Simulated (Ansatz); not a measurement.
# Cs on Ta(100): change of the work function

How does one ordered layer of Cs (top site) change the work function of Ta(100), and what dipole does each adsorbate carry?

Main program and level: Ansatz 0.2.0; plane-wave DFT, PBE, Ansatz PAW.

## Step 1: Set-up

The cell holds 5 atoms: 5 Ta. Its edges and angles: a = 3.310 Å, b = 3.310 Å, c = 24.620 Å, α = 90.0°, β = 90.0°, γ = 90.0°. Vacuum lies along c.

## Step 2: The clean slab

The bare slab comes first, as the zero from which every change is counted. The two lowest layers are held at bulk places and the upper ones relax. The dipole correction removes the false field that a one-sided slab makes across the periodic vacuum, so each face gets a flat vacuum level of its own.

Input file input.yaml:

```yaml
crystal:
  lattice:
    - [3.31, 0.0, 0.0]
    - [0.0, 3.31, 0.0]
    - [0.0, 0.0, 24.62]
  atoms:
    - { symbol: Ta, position: [0.0, 0.0, 0.3655564582] }
    - { symbol: Ta, position: [0.5, 0.5, 0.4327782291] }
    - { symbol: Ta, position: [0.0, 0.0, 0.5] }
    - { symbol: Ta, position: [0.5, 0.5, 0.5672217709] }
    - { symbol: Ta, position: [0.0, 0.0, 0.6344435418] }
kpoints:
  mp_grid: { grid: [9, 9, 1] }
hamiltonian:
  xc: pbe
scf:
  occupations: { method: fermi_dirac, width: 0.1 }
  convergence: { dr2_threshold: 1.0e-08 }
efield:
  axis: 3
  dipole_correction: true
  ramp_position: 0.97
  ramp_width: 0.06
relax:
  f_tol: 0.02
  max_steps: 60
  constraints: [{ sites: [0, 1] }]
output:
  write_potential: true
  write_density: true
  volumetric_format: npy
```

Command:

```bash
$ ansatz run input.yaml --threads 4 --pin off --max-ram 6144MiB --backend cpu --events-out ev --progress --plain --runs-dir out
```

Output:

```text
Engine: ansatz 0.2.0, aarch64-unknown-linux-gnu
Pseudopotentials: kind: paw
Pseudopotential: Ta, paw, valence charge 13, recommended cutoff 420 eV (normal), Ta.paw.azcp
Functional definition: PBE
  parameter kappa = 0.804
  parameter beta = 0.066725
  exchange = pbe_x(kappa = kappa, mu = beta*pi^2/3)
  correlation = pbe_c(beta = beta)
Crystal: 5 atoms, lattice volume = 269.739 Å³
Basis set: ecut = 420 eV, 5323 PW (Γ), exchange–correlation on 48×48×360 points (8 copies of the dense FFT grid, shifted against one another)
Bands: 39, of which v1, the nominal top of the filled ones, is band 33 counted from 1 (32 counted from 0)
Symmetry: 8 space group operations
k-points: 15 of 81
Non-local potential: Ta, projectors of the file, l = 0: 3, l = 1: 2, l = 2: 2, l = 3: 1
PAW form: soft (Blöchl's): semilocal exchange-correlation on the pseudo side does not see the compensation charge
PAW one-centre angular grid: Ta, 590 points (default); XC on 64 Gauss nodes
Initial density: superposition of atomic densities (neutral atoms: chi_scale 0, normalization atom), corrected by the library's trained network
Initial wavefunctions: pseudopotential atomic-orbital guess
Functional: x = pbe(κ = 0.804, μ = 0.219515), c = pbe(β = 0.066725)
SCF iter   1: F=—  HF=-49657.671413 eV  |F-HF|=—  |Δ(HF+E_count)|=         —  Δρ=7.64e-3  dr2=2.10e0  ethr=1.77e-3  p=-0.000 e·Å  D=-5.18e-14 V/Å  ΔV_dip=0.00 eV  dr2_dipole=9.21e-8  V_vac-E_F(+/−)=4.07/4.07 eV  ⟨swp⟩=8.3  Hψ=2783  notcnv=0
efield: sawtooth ramp at fractional position 0.9700 (set: `efield.ramp_position`, or a place that a band, a saddle search or an elastic batch's reference lends), width 0.0600; the density the first Hamiltonian is built on has a dipole p = -0.000 e·Å; the dipole correction subtracts the counter field D = -5.18e-14 V/Å, which shifts the + side's vacuum level by +0.00 eV against the − side's; the planar-averaged density in the ramp window peaks in size at 2.5e-5 e/Å³
preconditioner: auto → LDOS  [metal: Δε(μ)=0.050 eV  Ē_g=3.326 eV  σ=0.100 eV  W_gap=0.12  n_scr=44 (ndim 8)  ℏωp=11.3 eV  f_vac=0.563  D(μ)=5.05/eV (n_scr^D=14)  β→1.0]
SCF iter   2: F=—  HF=-49657.604776 eV  |F-HF|=—  |Δ(HF+E_count)|=   6.66e-2  Δρ=4.13e-3  dr2=6.09e-1  ethr=1.77e-3  p=-0.000 e·Å  D=-1.68e-5 V/Å  ΔV_dip=0.00 eV  dr2_dipole=2.66e-8  V_vac-E_F(+/−)=3.87/3.87 eV  ⟨swp⟩=3.2  Hψ=844  notcnv=0
SCF iter   3: F=—  HF=-49657.585835 eV  |F-HF|=—  |Δ(HF+E_count)|=   1.89e-2  Δρ=6.42e-4  dr2=3.06e-3  ethr=9.36e-4  p=-0.000 e·Å  D=-5.33e-6 V/Å  ΔV_dip=0.00 eV  dr2_dipole=1.01e-9  V_vac-E_F(+/−)=3.94/3.94 eV  ⟨swp⟩=1.8  Hψ=629  notcnv=0
SCF iter   4: F=—  HF=-49657.586913 eV  |F-HF|=—  |Δ(HF+E_count)|=   1.08e-3  Δρ=2.50e-4  dr2=4.88e-4  ethr=4.71e-6  p=-0.000 e·Å  D=-1.10e-6 V/Å  ΔV_dip=0.00 eV  dr2_dipole=1.71e-10  V_vac-E_F(+/−)=3.94/3.94 eV  ⟨swp⟩=2.7  Hψ=830  notcnv=0
SCF iter   5: F=—  HF=-49657.586953 eV  |F-HF|=—  |Δ(HF+E_count)|=   4.02e-5  Δρ=7.03e-5  dr2=3.83e-5  ethr=7.50e-7  p=-0.000 e·Å  D=-4.85e-7 V/Å  ΔV_dip=0.00 eV  dr2_dipole=1.39e-10  V_vac-E_F(+/−)=3.95/3.95 eV  ⟨swp⟩=2.0  Hψ=792  notcnv=0
SCF iter   6: F=—  HF=-49657.586956 eV  |F-HF|=—  |Δ(HF+E_count)|=   3.23e-6  Δρ=1.81e-5  dr2=8.55e-6  ethr=5.90e-8  p=-0.000 e·Å  D=-1.54e-7 V/Å  ΔV_dip=0.00 eV  dr2_dipole=1.05e-11  V_vac-E_F(+/−)=3.95/3.95 eV  ⟨swp⟩=2.3  Hψ=888  notcnv=0
SCF iter   7: F=—  HF=-49657.587032 eV  |F-HF|=—  |Δ(HF+E_count)|=   7.61e-5  Δρ=6.55e-6  dr2=3.30e-7  ethr=1.32e-8  p=-0.000 e·Å  D=-4.20e-8 V/Å  ΔV_dip=0.00 eV  dr2_dipole=8.71e-13  V_vac-E_F(+/−)=3.95/3.95 eV  ⟨swp⟩=2.0  Hψ=742  notcnv=0
SCF iter   8: F=—  HF=-49657.587032 eV  |F-HF|=—  |Δ(HF+E_count)|=   6.90e-8  Δρ=1.81e-6  dr2=2.42e-8  ethr=5.08e-10  p=-0.000 e·Å  D=-1.09e-8 V/Å  ΔV_dip=0.00 eV  dr2_dipole=3.11e-13  V_vac-E_F(+/−)=3.95/3.95 eV  ⟨swp⟩=2.6  Hψ=1154  notcnv=0
SCF iter   9: F=-49657.587032 eV  HF=-49657.587032 eV  |F-HF|=6.98e-10  |Δ(HF+E_count)|=   2.45e-8  Δρ=5.88e-7  dr2=2.21e-9  ethr=1.54e-11  p=-0.000 e·Å  D=-1.16e-8 V/Å  ΔV_dip=0.00 eV  dr2_dipole=4.86e-14  V_vac-E_F(+/−)=3.95/3.95 eV  ⟨swp⟩=10.7  Hψ=4348  notcnv=0
SCF 1 converged in 9 iterations: F = -49657.587032 eV  dr2 = 2.21e-9
  greatest PAW one-centre occupation: 0.999 electrons in one spin orbital (limit 2), on the Ta atom at site 3 (counted from 0), in its partial waves of l = 0
relax step   1: F+E_penalty+E_count = -49657.58703238 eV  Δ(F+E_penalty+E_count) = +0.000e0 eV  max|allowed force component| = 1.426e0 eV/Å  Δτ_max = 0.0000 Å  (9 SCF iters, accepted)
Initial density: handed on by an earlier stage of this run
Initial wavefunctions: those handed on with the density
SCF iter   1: F=—  HF=-49657.969408 eV  |F-HF|=—  |Δ(HF+E_count)|=         —  Δρ=1.66e-2  dr2=7.26e0  ethr=3.10e-3  p=-0.000 e·Å  D=-6.73e-7 V/Å  ΔV_dip=0.00 eV  dr2_dipole=1.39e0  V_vac-E_F(+/−)=4.06/4.06 eV  ⟨swp⟩=7.3  Hψ=1811  notcnv=0
efield: sawtooth ramp at fractional position 0.9700 (set: `efield.ramp_position`, or a place that a band, a saddle search or an elastic batch's reference lends), width 0.0600; the density the first Hamiltonian is built on has a dipole p = -0.000 e·Å; the dipole correction subtracts the counter field D = -6.73e-7 V/Å, which shifts the + side's vacuum level by +0.00 eV against the − side's; the planar-averaged density in the ramp window peaks in size at 3.4e-6 e/Å³
preconditioner: auto → LDOS  [metal: Δε(μ)=0.063 eV  Ē_g=3.414 eV  σ=0.100 eV  W_gap=0.16  n_scr=44 (ndim 8)  ℏωp=11.3 eV  f_vac=0.572  D(μ)=4.70/eV (n_scr^D=12)  β→1.0]
SCF iter   2: F=—  HF=-49657.660138 eV  |F-HF|=—  |Δ(HF+E_count)|=   3.09e-1  Δρ=7.77e-3  dr2=7.41e-1  ethr=3.10e-3  p=0.013 e·Å  D=8.74e-3 V/Å  ΔV_dip=-0.22 eV  dr2_dipole=1.10e-4  V_vac-E_F(+/−)=3.78/4.00 eV  ⟨swp⟩=3.3  Hψ=1042  notcnv=0
SCF iter   3: F=—  HF=-49657.607465 eV  |F-HF|=—  |Δ(HF+E_count)|=   5.27e-2  Δρ=2.60e-3  dr2=1.10e-1  ethr=1.14e-3  p=0.011 e·Å  D=7.59e-3 V/Å  ΔV_dip=-0.19 eV  dr2_dipole=3.04e-3  V_vac-E_F(+/−)=3.79/3.98 eV  ⟨swp⟩=3.0  Hψ=897  notcnv=0
SCF iter   4: F=—  HF=-49657.597517 eV  |F-HF|=—  |Δ(HF+E_count)|=   9.95e-3  Δρ=3.79e-4  dr2=1.59e-3  ethr=1.70e-4  p=0.014 e·Å  D=9.51e-3 V/Å  ΔV_dip=-0.23 eV  dr2_dipole=2.98e-5  V_vac-E_F(+/−)=3.74/3.97 eV  ⟨swp⟩=2.0  Hψ=761  notcnv=0
SCF iter   5: F=—  HF=-49657.597011 eV  |F-HF|=—  |Δ(HF+E_count)|=   5.06e-4  Δρ=1.95e-4  dr2=5.33e-4  ethr=2.45e-6  p=0.017 e·Å  D=1.12e-2 V/Å  ΔV_dip=-0.28 eV  dr2_dipole=2.74e-5  V_vac-E_F(+/−)=3.70/3.97 eV  ⟨swp⟩=3.0  Hψ=973  notcnv=0
[...]
SCF iter   5: F=—  HF=-49657.738046 eV  |F-HF|=—  |Δ(HF+E_count)|=   1.92e-4  Δρ=1.23e-4  dr2=1.31e-4  ethr=1.22e-6  p=0.014 e·Å  D=9.22e-3 V/Å  ΔV_dip=-0.23 eV  dr2_dipole=1.13e-7  V_vac-E_F(+/−)=3.74/3.96 eV  ⟨swp⟩=2.6  Hψ=904  notcnv=0
SCF iter   6: F=—  HF=-49657.738040 eV  |F-HF|=—  |Δ(HF+E_count)|=   5.18e-6  Δρ=4.30e-5  dr2=2.29e-5  ethr=2.02e-7  p=0.012 e·Å  D=8.30e-3 V/Å  ΔV_dip=-0.20 eV  dr2_dipole=9.12e-6  V_vac-E_F(+/−)=3.76/3.96 eV  ⟨swp⟩=2.1  Hψ=788  notcnv=0
SCF iter   7: F=—  HF=-49657.738043 eV  |F-HF|=—  |Δ(HF+E_count)|=   2.41e-6  Δρ=1.02e-5  dr2=1.64e-6  ethr=3.52e-8  p=0.012 e·Å  D=7.97e-3 V/Å  ΔV_dip=-0.20 eV  dr2_dipole=2.97e-8  V_vac-E_F(+/−)=3.76/3.96 eV  ⟨swp⟩=2.1  Hψ=794  notcnv=0
SCF iter   8: F=—  HF=-49657.738115 eV  |F-HF|=—  |Δ(HF+E_count)|=   7.17e-5  Δρ=3.59e-6  dr2=1.22e-7  ethr=2.53e-9  p=0.012 e·Å  D=7.87e-3 V/Å  ΔV_dip=-0.19 eV  dr2_dipole=1.10e-9  V_vac-E_F(+/−)=3.77/3.96 eV  ⟨swp⟩=2.1  Hψ=813  notcnv=0
SCF iter   9: F=—  HF=-49657.738115 eV  |F-HF|=—  |Δ(HF+E_count)|=   2.45e-8  Δρ=1.36e-6  dr2=1.72e-8  ethr=1.54e-11  p=0.012 e·Å  D=7.85e-3 V/Å  ΔV_dip=-0.19 eV  dr2_dipole=5.00e-10  V_vac-E_F(+/−)=3.77/3.96 eV  ⟨swp⟩=11.7  Hψ=4717  notcnv=0
SCF iter  10: F=-49657.738115 eV  HF=-49657.738115 eV  |F-HF|=3.64e-10  |Δ(HF+E_count)|=   1.01e-8  Δρ=3.33e-7  dr2=1.53e-9  ethr=1.54e-11  p=0.012 e·Å  D=7.84e-3 V/Å  ΔV_dip=-0.19 eV  dr2_dipole=5.18e-16  V_vac-E_F(+/−)=3.77/3.96 eV  ⟨swp⟩=10.3  Hψ=4110  notcnv=0
SCF 3 converged in 10 iterations: F = -49657.738115 eV  dr2 = 1.53e-9
relax step   3: F+E_penalty+E_count = -49657.73811456 eV  Δ(F+E_penalty+E_count) = -1.410e-1 eV  max|allowed force component| = 1.827e-1 eV/Å  Δτ_max = 0.1675 Å  (10 SCF iters, accepted)
[...]
relax step   4: F+E_penalty+E_count = -49657.74034034 eV  Δ(F+E_penalty+E_count) = -2.226e-3 eV  max|allowed force component| = 6.699e-2 eV/Å  Δτ_max = 0.0495 Å  (9 SCF iters, accepted)
SCF iter   1: F=—  HF=-49657.742128 eV  |F-HF|=—  |Δ(HF+E_count)|=         —  Δρ=1.17e-3  dr2=3.16e-2  ethr=6.95e-4  p=0.012 e·Å  D=7.86e-3 V/Å  ΔV_dip=-0.19 eV  dr2_dipole=4.08e-3  V_vac-E_F(+/−)=3.77/3.97 eV  ⟨swp⟩=2.1  Hψ=896  notcnv=0
efield: sawtooth ramp at fractional position 0.9700 (set: `efield.ramp_position`, or a place that a band, a saddle search or an elastic batch's reference lends), width 0.0600; the density the first Hamiltonian is built on has a dipole p = 0.012 e·Å; the dipole correction subtracts the counter field D = 7.86e-3 V/Å, which shifts the + side's vacuum level by -0.19 eV against the − side's; the planar-averaged density in the ramp window peaks in size at 2.9e-6 e/Å³
preconditioner: auto → LDOS  [metal: Δε(μ)=0.024 eV  Ē_g=3.350 eV  σ=0.100 eV  W_gap=0.06  n_scr=44 (ndim 8)  ℏωp=11.3 eV  f_vac=0.570  D(μ)=4.85/eV (n_scr^D=14)  β→1.0]
SCF iter   2: F=—  HF=-49657.741661 eV  |F-HF|=—  |Δ(HF+E_count)|=   4.67e-4  Δρ=6.99e-4  dr2=1.37e-2  ethr=4.86e-5  p=0.014 e·Å  D=9.19e-3 V/Å  ΔV_dip=-0.23 eV  dr2_dipole=1.36e-3  V_vac-E_F(+/−)=3.74/3.96 eV  ⟨swp⟩=1.7  Hψ=746  notcnv=0
SCF iter   3: F=—  HF=-49657.741048 eV  |F-HF|=—  |Δ(HF+E_count)|=   6.13e-4  Δρ=1.62e-4  dr2=4.35e-4  ethr=2.10e-5  p=0.012 e·Å  D=8.31e-3 V/Å  ΔV_dip=-0.20 eV  dr2_dipole=5.53e-5  V_vac-E_F(+/−)=3.76/3.96 eV  ⟨swp⟩=2.0  Hψ=660  notcnv=0
SCF iter   4: F=—  HF=-49657.741003 eV  |F-HF|=—  |Δ(HF+E_count)|=   4.51e-5  Δρ=3.98e-5  dr2=2.26e-5  ethr=6.69e-7  p=0.012 e·Å  D=8.25e-3 V/Å  ΔV_dip=-0.20 eV  dr2_dipole=4.36e-6  V_vac-E_F(+/−)=3.76/3.96 eV  ⟨swp⟩=2.3  Hψ=823  notcnv=0
SCF iter   5: F=—  HF=-49657.741001 eV  |F-HF|=—  |Δ(HF+E_count)|=   1.83e-6  Δρ=9.82e-6  dr2=1.27e-6  ethr=3.47e-8  p=0.012 e·Å  D=8.18e-3 V/Å  ΔV_dip=-0.20 eV  dr2_dipole=7.05e-8  V_vac-E_F(+/−)=3.76/3.96 eV  ⟨swp⟩=2.6  Hψ=893  notcnv=0
SCF iter   6: F=—  HF=-49657.741073 eV  |F-HF|=—  |Δ(HF+E_count)|=   7.18e-5  Δρ=2.82e-6  dr2=1.17e-7  ethr=1.96e-9  p=0.012 e·Å  D=8.14e-3 V/Å  ΔV_dip=-0.20 eV  dr2_dipole=5.48e-8  V_vac-E_F(+/−)=3.76/3.96 eV  ⟨swp⟩=2.3  Hψ=877  notcnv=0
SCF iter   7: F=-49657.741073 eV  HF=-49657.741073 eV  |F-HF|=8.08e-10  |Δ(HF+E_count)|=   1.92e-8  Δρ=8.41e-7  dr2=7.64e-9  ethr=1.54e-11  p=0.012 e·Å  D=8.11e-3 V/Å  ΔV_dip=-0.20 eV  dr2_dipole=1.77e-9  V_vac-E_F(+/−)=3.76/3.96 eV  ⟨swp⟩=9.9  Hψ=4702  notcnv=0
SCF 5 converged in 7 iterations: F = -49657.741073 eV  dr2 = 7.64e-9
relax step   5: F+E_penalty+E_count = -49657.74107288 eV  Δ(F+E_penalty+E_count) = -7.325e-4 eV  max|allowed force component| = 8.225e-3 eV/Å  Δτ_max = 0.0188 Å  (7 SCF iters, accepted)
NSCF: frozen V_eff on 15 k-points
the band table was solved once a step of the walk had ended and its energy, with any forces and stress, was formed, with the checks that follow a solve (2707 applications of the Hamiltonian). They found nothing against the state; the energy, forces and stress were not computed again (output.eigenvalues in the input reference)
WARN: The output density's exchange-correlation potential varies sharply where the density is thin. Do not read a vacuum level from v_tot or v_xc, or from such a field of the output density. On a cell that repeats whose density bears no net charge and no dipole along the vacuum's axis use v_es (v_loc + v_h of the components); under efield.dipole_correction with no amplitude use v_es + v_field, which holds any externa [...]
SCF converged after 7 iterations
Free energy (F): -49657.741073 eV
Harris-Foulkes:  -49657.741073 eV  (|F-HF|=8.08e-10)
Internal energy: -49657.577417 eV  (E = F + TS)
E sigma→0 (E₀):  -49657.659245 eV
Entropy (-TS):   -0.163656 eV (-32.731 meV/atom)
Fermi energy:    3.905146 eV
Dipole field:    D = 0.008065 V/Å  (p = 0.012023 e·Å, saw-weighted, corrected)
Work function:   Φ+ = 3.7655 eV   Φ− = 3.9640 eV
Levels:          The Fermi level and band energies are counted from a zero that moves with the ramp; work functions are not
--- Per-component energies (eV) ---
  E_band       = -1498.162830
  E_kinetic    = 1819.863859
  E_local      = -67324.335960  (includes V_loc(G=0)·N_el)
  E_nonlocal   = 73.941549
  E_hartree    = 32753.870003
  E_xc         = -1086.490539
  E_vxc        = -1012.432374  (∫ρ·V_xc dr)
  E_paw        = -41981.997804  (= ΣΔE_a)
  E_vpaw       = -562.968548  (= ΣTr[D̂ρ^β])
  E_aug_tail   = 0.000731  (compensation charges beyond the density's cutoff)
  E_efield     = 0.000048  (sawtooth field / dipole correction)
  E_vefield    = 0.011016  (∫n·V_field dr)
  E_ewald      = 26087.570698
  E_smearing   = -0.163656  (= −TS)
  E_closure    = -0.000000  (closes the sum)
  Σ components = -49657.741073   (vs F -49657.741073, Δ=0.00e0)
--- Forces (eV/Å), atoms counted from 1 ---
  atom   1  Ta    -0.00000000     0.00000000     1.36611330
  atom   2  Ta    -0.00000000     0.00000000    -1.35868020
  atom   3  Ta     0.00000000     0.00000000    -0.00822450
  atom   4  Ta     0.00000000     0.00000000     0.00800338
  atom   5  Ta    -0.00000000     0.00000000    -0.00717347
  max |Σ_I F_I| component: 3.85e-5 eV/Å
--- Band table (eV; the first three rows and the last of 15) ---
  k-point 0: bands = [... 29 lower, 3.9340, 4.3483, 4.3483, 4.4522, 4.5664, 4.5664, 4.9817, 5.0054, ... 2 higher]
  k-point 1: bands = [... 29 lower, 3.8567, 3.8605, 4.0692, 4.1996, 4.5480, 4.6220, 4.7002, 4.9466, ... 2 higher]
  k-point 2: bands = [... 29 lower, 3.2498, 3.4344, 3.6731, 4.0826, 4.2626, 4.3790, 4.9961, 5.3365, ... 2 higher]
  k-point 14: bands = [... 29 lower, 2.6925, 2.7147, 3.5400, 3.7094, 5.5045, 5.6313, 5.8565, 5.8573, ... 2 higher]
--- Relaxed structure (5 steps of the walk, 5 accepted, 0 SCFs on fresh bases) ---
  F+E_penalty+E_count = -49657.74107288 eV   max|allowed force component| = 8.225e-3 eV/Å
  atoms:
    - { symbol: Ta, position: [0.0, 0.0, 0.3655564582] }
    - { symbol: Ta, position: [0.5, 0.5, 0.4327782291] }
    - { symbol: Ta, position: [0, 0.0, 0.500535] }
    - { symbol: Ta, position: [0.5, 0.5, 0.569149] }
    - { symbol: Ta, position: [0, 0.0, 0.627752] }
```

It took 18 s on 4 threads of Arm Neoverse V1, shared host; peak memory 0.59 GiB; 71 s of CPU time.

Reading the cycles: dr2 is the Hartree energy of the density residual (eV), the measure of convergence; HF is the Harris–Foulkes estimate of the energy, which meets the free energy F at convergence.

Step by step:

| step | energy less that of the first step (eV) | largest force component (eV/Å) |
| --- | --- | --- |
| 1 | 0.0000 | 1.4257 |
| 2 | -0.0100 | 1.9585 |
| 3 | -0.1511 | 0.1827 |
| 4 | -0.1533 | 0.0670 |
| 5 | -0.1540 | 0.0082 |

The run keeps the 8 symmetry operations that the program found, so distortions that break them were not tested.

The atoms that moved most (Å):

```
atom     dx     dy      dz  length
 Ta5  0.000  0.000  -0.165   0.165
 Ta4  0.000  0.000   0.047   0.047
 Ta3  0.000  0.000   0.013   0.013
```

Read from the output:

| Quantity | Value |
| --- | --- |
| energy at zero smearing | -49657.6592 eV |
| work function, upper face | 3.765 eV |
| work function, lower face | 3.964 eV |
| dipole along the normal | 0.01202 e·Å |
| step between the vacuum levels | -0.1986 eV |

Running mean over 1.655 Å of the planar mean; the ramp of the sawtooth is left out. Electron's electrostatic potential energy less the Fermi level against z:

```csv
z (Å),electron's electrostatic potential energy less the Fermi level (eV)
3.5,3.96
4.0,3.96
4.5,3.96
5.0,3.95
5.5,3.92
6.0,3.84
6.5,3.61
7.0,2.98
7.5,1.23
8.0,-2.61
8.5,-7.25
9.0,-9.78
9.5,-10.3
10.0,-10.2
10.5,-10.1
11.0,-10.0
11.5,-10.0
12.0,-10.1
12.5,-9.99
13.0,-9.83
13.5,-9.96
14.0,-10.7
14.5,-11.9
15.0,-11.9
15.5,-10.3
16.0,-6.91
16.5,-2.14
17.0,1.42
17.5,2.95
18.0,3.48
18.5,3.66
19.0,3.73
19.5,3.75
20.0,3.76
20.5,3.76
21.0,3.76
21.5,3.76
```

The relaxation took 5 steps and lowered the energy by 0.15 eV; the largest force on the free atoms ends at 0.0082 eV/Å.

The work function of the upper face is 3.77 eV.

(Part 1 of 4 ends here.)

[Long decimals in the printed logs are rounded to 6 places.]

[Logs are printed without paths, hosts, clocks, repeated set-up lines and the standing remarks that a program may print on its own settings, such as how far it seeks lower states.]

[Hosts, paths, dates, database ids (printed as entryN), source tags and the programs' standing remarks are cut or masked in the printed files.]

[Maps of the electrostatic potential energy from Ansatz leave out the sawtooth potential of an applied field or a dipole correction, so their vacuum need not be flat; planar profiles and work functions include it.]
